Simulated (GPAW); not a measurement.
**SiC (F-43m): refractive index against wavelength**

The refractive index of SiC (F-43m) below the direct gap (4.51 eV on the mesh) is read from one computed spectrum, n = √(Re ε).

Cell: a, b, c = 3.082, 3.082, 3.082 Å (primitive vectors), 2 atoms.

Method: GPAW 26.7.0, LDA, RPA, k-mesh 14×14×14, local fields up to 50 eV, Lorentzian half width 0.15 eV.

Launch of the response step: `OMP_NUM_THREADS=1 python df.py`. The run took 19 s, its band step included, on 1 thread of Arm Neoverse V1 (shared host).

| wavelength (nm) | photon energy E (eV) | n |
| --- | --- | --- |
| 1064 | 1.165 | 2.6397 |
| 850 | 1.459 | 2.6570 |
| 700 | 1.771 | ? |
| 633 | 1.959 | 2.6977 |
| 532 | 2.331 | 2.7384 |
| 450 | 2.755 | 2.7988 |
| 405 | 3.061 | 2.8539 |

In the single-oscillator model n² − 1 = E₀E_d/(E₀² − E²), so 1/(n² − 1) = E₀/E_d − E²/(E₀E_d) is linear in E².

Working, on the rows shown:

| x = E² (eV²) | y = 1/(n² − 1) |
| --- | --- |
| 1.35784 | 0.16756 |
| 2.12762 | 0.165026 |
| 3.83641 | 0.159297 |
| 5.43137 | 0.153874 |
| 7.59115 | 0.146343 |
| 9.37179 | 0.139963 |

Means: x̄ = 4.9527, ȳ = 0.15534. Σ(x − x̄)(y − ȳ) = -0.1681, Σ(x − x̄)² = 48.87. Slope = -0.1681 / 48.87 = -0.00344; intercept = ȳ − slope · x̄ = 0.17238. Turned back into n, the line misses the rows shown by at most 0.0016.

Fill in the last column of the withheld row.

At x = 3.1372 the line gives y = 0.16159, that is 2.6811. The run gave 2.6807, so the interpolation is off by 0.00045, 0.2 % of the range in the table.

Refitted with all rows, the slope is -0.003442 and the intercept 0.1724. These give E₀ = √(intercept/−slope) = 7.08 eV and E_d = E₀/intercept = 41.1 eV; E₀ is 1.6 times the direct gap. The electronic limit at long wavelengths, without lattice vibrations, is n = √(1 + 1/intercept) = 2.608. Excitons are left out; LDA gaps are as a rule too small. The values come from a sum over the points of one k-mesh and carry its error, which grows as the direct gap shrinks. The local-field cutoff holds few shells of reciprocal vectors for this small cell, so ε∞ can read a few per cent high.
